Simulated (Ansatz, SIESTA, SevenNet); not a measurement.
# Random packing of P38S62 (at. %) (128 atoms) in other programs, against a plane-wave reference

How near do other programs and methods come to a plane-wave reference for random packing of P38S62 (at. %) (128 atoms)? A plane-wave run serves as the reference.

Calculated with Ansatz 0.2.0; Kohn-Sham DFT, PBE, PAW, plane waves.

**1. Set-up**

The cell holds 128 atoms: 48 P and 80 S. Its edges and angles: a = 23.442 Å, b = 11.721 Å, c = 11.721 Å, α = 90.0°, β = 90.0°, γ = 90.0°. 64 atoms (24 P, 40 S) packed at random in a cube at 2.09 g/cm³ and pushed apart as soft spheres; a start for melting by ab initio MD, not an equilibrated structure. The cell was repeated 2 x 1 x 1. Then every atom was moved at random, 0.03 Å r.m.s. a Cartesian component.

**2. The reference run**

The PAW files are the set soft_2.

Contents of input.yaml:

```yaml
crystal:
  lattice:
    - [23.4422, 0.0, 0.0]
    - [0.0, 11.7211, 0.0]
    - [0.0, 0.0, 11.7211]
  atoms:
    - { symbol: P, position: [0.3832, 0.76047, 0.44229] }
    - { symbol: P, position: [0.16746, 0.20692, 0.32838] }
    - { symbol: P, position: [0.49853, 0.1472, 0.75664] }
    - { symbol: P, position: [0.038, 0.4208, 0.97105] }
    [... 118 atom lines left out ...]
    - { symbol: S, position: [0.66388, 0.26791, 0.8945] }
    - { symbol: S, position: [0.58038, 0.52887, 0.43652] }
    - { symbol: S, position: [0.73321, 0.05787, 0.89904] }
    - { symbol: S, position: [0.9263, 0.09688, 0.38632] }
    - { symbol: S, position: [0.73442, 0.40801, 0.49641] }
    - { symbol: S, position: [0.95127, 0.65484, 0.01165] }
kpoints:
  mp_grid: { grid: [1, 1, 1] }
hamiltonian:
  xc: pbe
scf:
  occupations: { method: fermi_dirac, width: 0.05 }
output:
  forces: true
  eigenvalues: true
```

Started as:

```bash
ansatz run input.yaml --threads 4 --pin off --max-ram 15872MiB --backend cpu --events-out ev --progress --plain --runs-dir out
```

Output:

```text
[...]
Pseudopotentials: kind: paw
Pseudopotential: P, paw, valence charge 5, recommended cutoff 420 eV (normal), P.paw.azcp
Pseudopotential: S, paw, valence charge 6, recommended cutoff 420 eV (normal), S.paw.azcp
[...]
Crystal: 128 atoms, lattice volume = 3220.588 Å³
Basis set: ecut = 420 eV, 62999 PW (Γ), exchange–correlation on 320×160×160 points (8 copies of the dense FFT grid, shifted against one another)
Bands: 488, of which v1, the nominal top of the filled ones, is band 360 counted from 1 (359 counted from 0)
Symmetry: 1 space group operations
Space group: P1 (ITA 1), of the structure as read, at distance tolerance 1.5e-4 Å
k-points: 1
[...]
Initial density: superposition of atomic densities (neutral atoms: chi_scale 0, normalization atom), corrected by the library's trained network
Initial wavefunctions: pseudopotential atomic-orbital guess
[...]
SCF iter   1: F=—  HF=-108312.384773 eV  |F-HF|=—  |Δ(HF+E_count)|=         —  Δρ=6.42e-3  dr2=4.15e0  ethr=1.77e-3  ⟨swp⟩=7.0  Hψ=2526  notcnv=0  defer=6
preconditioner: auto → LDOS  [metal: Δε(μ)=0.022 eV  Ē_g=7.115 eV  σ=0.050 eV  W_gap=0.11  n_scr=506 (ndim 8)  ℏωp=17.6 eV  f_vac=0.016  D(μ)=98.79/eV (n_scr^D=732)  β→1.0]
[...]
SCF iter   9: F=—  HF=-108312.014167 eV  |F-HF|=—  |Δ(HF+E_count)|=   3.98e-8  Δρ=1.98e-6  dr2=3.24e-7  ethr=3.14e-10  ⟨swp⟩=2.0  Hψ=723  notcnv=0  defer=49
SCF iter  10: F=-108312.014167 eV  HF=-108312.014167 eV  |F-HF|=3.90e-8  |Δ(HF+E_count)|=   1.54e-8  Δρ=7.81e-7  dr2=4.98e-8  ethr=1.39e-11  ⟨swp⟩=11.0  Hψ=2211  notcnv=0
SCF 1 converged in 10 iterations: F = -108312.014167 eV  dr2 = 4.98e-8
[...]
SCF converged after 10 iterations
Free energy (F): -108312.014167 eV
Harris-Foulkes:  -108312.014167 eV  (|F-HF|=3.90e-8)
Internal energy: -108311.124124 eV  (E = F + TS)
E sigma→0 (E₀):  -108311.569145 eV
Entropy (-TS):   -0.890043 eV (-6.953 meV/atom)
Fermi energy:    3.667843 eV
--- Per-component energies (eV) ---
[...]
Σ components = -108312.014167   (vs F -108312.014167, Δ=0.00e0)
--- Forces (eV/Å), atoms counted from 1 ---
  atom   1  P     -0.39843843    -0.38262579     0.09783726
  atom   2  P     -0.00126134    -0.67605555    -0.03303711
  atom   3  P     -0.50444183    -0.71861036     0.36488540
  atom   4  P      0.51627255     0.05581971     1.03418336
[...]
atom 128  S     -0.75029020    -0.10004266    -0.48205511
  max |Σ_I F_I| component: 3.90e-5 eV/Å
--- Band table (eV) ---
  k-point 0: bands = ["-11.8519", "-11.8058", "-11.5939", "-11.3774", [... 472 levels ...], "6.4607", "6.4898", "6.5261", "6.5450", "6.5749", "6.6096", "6.6583", "6.7182", "6.7611", "6.8396", "6.8752", "6.9186"]
```

It took 54 s on 4 threads of Arm Neoverse V1, shared host; peak memory 4 GiB.

Reading the cycles: dr2 is the Hartree energy of the density residual (eV), the measure of convergence; HF is the Harris–Foulkes estimate of the energy, which meets the free energy F at convergence.

The run gave:

```
free energy                             : -108312.0142 eV
free energy per atom                    : -846.1876 eV/atom
SCF cycles                              : 10
r.m.s. force component                  : 0.9272 eV/Å
longest force                           : 2.985 eV/Å
Fermi energy                            : 3.668 eV
levels partly filled by over 2 per cent : 21
```

Length of the force by element:

| element | coordination | atoms | mean length of the force (eV/Å) | spread | least | most |
| --- | --- | --- | --- | --- | --- | --- |
| P | all | 48 | 1.44 | 0.532 | 0.555 | 2.45 |
| S | all | 80 | 1.49 | 0.694 | 0.202 | 2.99 |

The levels nearest the highest filled one (over half full), pooled over k-points and spins:

| level less the highest filled one (eV) | occupation |
| --- | --- |
| -0.0982 | 1.78 |
| -0.083 | 1.71 |
| -0.0683 | 1.63 |
| -0.0483 | 1.49 |
| -0.0319 | 1.36 |
| 0 | 1.05 |
| 0.0162 | 0.893 |
| 0.0274 | 0.784 |
| 0.0527 | 0.56 |
| 0.077 | 0.386 |
| 0.0948 | 0.287 |
| 0.115 | 0.202 |

**3. Structure statistics**

Density 2.09 g/cm³, 25.16 Å³ an atom.

g(r), total and by pair (bins of 0.2 Å):

| r (Å) | total | S-S | S-P | P-P |
| --- | --- | --- | --- | --- |
| 2.20 | 0.03 | 0.08 | 0.00 | 0.00 |
| 2.40 | 1.50 | 1.56 | 1.73 | 0.55 |
| 2.60 | 1.98 | 1.34 | 2.35 | 2.50 |
| 2.80 | 1.25 | 1.24 | 1.42 | 0.70 |
| 3.00 | 1.34 | 1.11 | 1.56 | 1.23 |
| 3.20 | 0.87 | 0.86 | 0.81 | 1.08 |
| 3.40 | 1.04 | 1.17 | 0.87 | 1.25 |
| 3.60 | 0.93 | 0.99 | 1.06 | 0.34 |
| 3.80 | 0.96 | 1.29 | 0.75 | 0.76 |
| 4.00 | 1.03 | 0.80 | 1.14 | 1.31 |
| 4.20 | 0.83 | 0.75 | 0.89 | 0.82 |
| 4.40 | 0.96 | 1.19 | 0.87 | 0.57 |
| 4.60 | 0.87 | 0.95 | 0.71 | 1.16 |
| 4.80 | 1.14 | 1.11 | 1.14 | 1.17 |
| 5.00 | 0.97 | 0.77 | 1.04 | 1.29 |
| 5.20 | 0.95 | 1.01 | 0.94 | 0.86 |
| 5.40 | 1.09 | 1.16 | 1.05 | 1.07 |
| 5.60 | 1.06 | 1.08 | 1.02 | 1.10 |
| 5.80 | 0.98 | 0.91 | 1.01 | 1.09 |

**4. What was run beside it**

The programs:
- SIESTA 5.4.2: numerical atomic orbitals, whose automatically made sets are far from complete, with PseudoDojo norm-conserving potentials that we converted to its format (checked against plane waves on the same files for H, C, O, Si, Ge and Ca alone); labels give functional, basis size, energy shift and mesh cutoff.
- SevenNet: machine-learned potential, published weights.

All use the same cell and atoms; the electronic-structure runs use the same k-mesh, and an electronic temperature of 580 K (0.05 eV) where levels are smeared.

Differences are against the plane-wave reference, forces as r.m.s. over components; share is that over the reference's r.m.s. force, slope the least-squares factor from reference forces to these. Total energies of different programs have different zeros and aren't compared.

| run | Δ force, r.m.s. (meV/Å) | share (%) | slope | cores | CPU time | memory (GiB) |
| --- | --- | --- | --- | --- | --- | --- |
| reference | - | - | - | 4 | 3.5 min | 4.0 |
| SIESTA PBE, DZP, shift 0.01 Ry, mesh 250 Ry | 144 | 15.5 | 0.900 | 4 | 9.3 min | 2.0 |
| SIESTA PBE, SZ, shift 0.02 Ry, mesh 250 Ry (coarse) | 810 | 87.4 | 0.526 | 4 | 5.1 min | 1.2 |
| SevenNet 0 potential | 456 | 49.1 | 1.090 | 4 | 9.1 s | 0.85 |

Rows marked coarse were listed beforehand as settings not expected to be converged; some can still land near the reference.

Times of the machine-learned potentials are mostly Python's start and the loading of weights.

CPU time is summed over cores on a shared host, where runs went side by side, so it is rough. Symmetry, cutoffs, thresholds, outputs and thread counts weren't matched or tuned between programs; memory under MPI is the largest rank's times the ranks.

**5. What came out**

```json
{"reference r.m.s. force component": "0.927 eV/Å", "nearest in forces": "SIESTA PBE, DZP, shift 0.01 Ry, mesh 250 Ry, 15 %", "farthest in forces": "SIESTA PBE, SZ, shift 0.02 Ry, mesh 250 Ry (coarse), 87 %", "cheapest electronic-structure run beside the reference": "SIESTA PBE, SZ, shift 0.02 Ry, mesh 250 Ry, 5.1 min of CPU time"}
```

What this shows: The PBE run in local orbitals, coarse settings apart, differs by 15 % (SIESTA PBE, DZP, shift 0.01 Ry, mesh 250 Ry); basis, grid and potentials can all enter. Machine-learned potentials differ by 49 % (SevenNet 0 potential); they were trained on other programs' data. Runs with settings chosen to be coarse differ by 87 % (SIESTA PBE, SZ, shift 0.02 Ry, mesh 250 Ry), their programs' other errors included. None of the electronic-structure runs in the table takes under half the reference's CPU time of 3.5 min; they take 1.5 to 2.7 times as much. In the reference: 21 levels are partly filled, by over 2 % (at Γ alone): at this level the cell shows no clear gap. Levels of broken or missing bonds inside a gap of the host would look the same. Machine-learned potentials mimic data converged in k, so the reference's own k-point error enters their differences. The electronic-structure runs sample only Γ, in a cell whose shortest periodic width is 12 Å, which is coarse for a cell with partly filled levels.

[Also dropped from logs without a mark: logging warnings of Python, and SIESTA's first energy breakdown and zero terms.]

[Logs are printed without paths, hosts, clocks, repeated set-up lines and the standing remarks that a program may print on its own settings, such as how far it seeks lower states.]

[Hosts, paths, dates, database ids (printed as entryN), source tags and the programs' standing remarks are cut or masked in the printed files.]
